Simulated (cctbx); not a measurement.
**A disordered crystal of nominal Cs3Ta2I9**

Cell a = 8.3010 Å, b = 8.3010 Å, c = 21.5550 Å, α = 90.00°, β = 90.00°, γ = 120.00°; space group P6_3/mmc (no. 194); nominal formula Cs3Ta2I9.

Simulated single-crystal data (cctbx): Ag Kα, λ = 0.56087 Å, to d = 0.8 Å, 80 % of the full sphere, strongest reflection 20000 counts, noise from counting, a 6 % proportional error and a noise floor of 4 counts (s.d.); no absorption, and some extinction, which the refinements don't model.

With every site full:

```text
Rint 0.055, 553 unique reflections to 0.80 A
cycle     R1     wR2    GooF  max shift (A)
   1  0.1525  0.3660  11.524   0.00083
   2  0.0506  0.1298   4.088   0.00000
final R1 0.0506 wR2 0.1298 GooF 4.088  parameters 18  data/parameter 30.7
atom        x        y        z      Ueq    occ   su(xyz)  su(Uiso or U11)
Ta1    0.66667  0.33333  0.84223   0.0098  1.000  0.00006  0.0005
Cs2    0.00000  0.00000  0.25000   0.0030  1.000  0.00000  0.0007
Cs3    0.33333  0.66667  0.92093  -0.0048  1.000  0.00006  0.0005  NPD
I1     0.83386  0.16614  0.58200   0.0029  1.000  0.00006  0.0005
I2     0.99049  0.49524  0.25000   0.0085  1.000  0.00021  0.0008
difference map: max 11.81 min -2.82 rms 0.74
Q1    0.3333  0.6667  0.5859    4   11.83  0.15 A from Cs3
Q2    0.0000  0.0000  0.2500    2    5.28  0.00 A from Cs2
Q3    0.1698  0.3396  0.0815   12    5.27  0.05 A from I1
Q4    0.0012  0.5006  0.2500    6    4.66  0.08 A from I2
Q5    0.2604  0.5209  0.1693   12    1.28  1.08 A from Ta1
Q6    0.3333  0.6667  0.0666    4    1.25  1.96 A from Ta1
```

With the occupancies of the suspect sites free, each still typed as its main element:

```text
Rint 0.055, 553 unique reflections to 0.80 A
cycle     R1     wR2    GooF  max shift (A)
   1  0.1259  0.3057   9.641   0.00025
  20  0.0136  0.0322   1.016   0.00000
final R1 0.0135 wR2 0.0320 GooF 1.010  parameters 20  data/parameter 27.6
atom        x        y        z      Ueq    occ   su(xyz)  su(Uiso or U11)
Ta1    0.66667  0.33333  0.84221   0.0069  0.884  0.00001  0.0001
Cs2    0.00000  0.00000  0.25000   0.0059  1.000  0.00000  0.0002
Cs3    0.33333  0.66667  0.92090   0.0056  1.161  0.00002  0.0002
I1     0.83380  0.16620  0.58198   0.0058  1.000  0.00002  0.0001
I2     0.99055  0.49528  0.25000   0.0114  1.000  0.00005  0.0002
su of occupancy Ta1: 0.003
su of occupancy Cs3: 0.003
difference map: max 0.86 min -0.92 rms 0.19
Q1    0.2665  0.5329  0.1692   12    0.87  0.99 A from Ta1
Q2    0.1180  0.2360  0.7299   12    0.68  1.75 A from Cs2
Q3    0.3333  0.6667  0.5796    4    0.66  0.01 A from Cs3
Q4    0.2325  0.4650  0.6638   12    0.64  2.33 A from Cs3
Q5    0.0965  0.4753  0.2500   12    0.64  0.97 A from I2
Q6    0.0255  0.2504  0.6597   24    0.61  2.17 A from I1
```

**Question.** What is the disorder?

X-rays count electrons. Ta1 refines to 0.884(0.003), or 64.5 electrons; the site truly holds 0.6 Ta and 0.4 Cs, 65.8 electrons, which is 0.901 of Ta; Cs3 refines to 1.161(0.003), or 63.9 electrons; the site truly holds 0.6 Cs and 0.4 Ta, 62.2 electrons, which is 1.131 of Cs. A value under 1 can't tell vacancies from a lighter guest, and one over 1 needs a heavier guest; chemistry or a second radiation must settle which. Occupancy correlates with U and the scale, and the two elements' form factors differ in shape, so the match is approximate.

Freeing them takes R1 from 0.0506 to 0.0135 and GooF from 4.09 to 1.01.

This is a model crystal, built by substitution and not relaxed, with assumed displacement parameters.

[Middle refinement cycles are left out of these outputs.]

[Logs are printed without paths, hosts, clocks, repeated set-up lines and the standing remarks that a program may print on its own settings, such as how far it seeks lower states.]
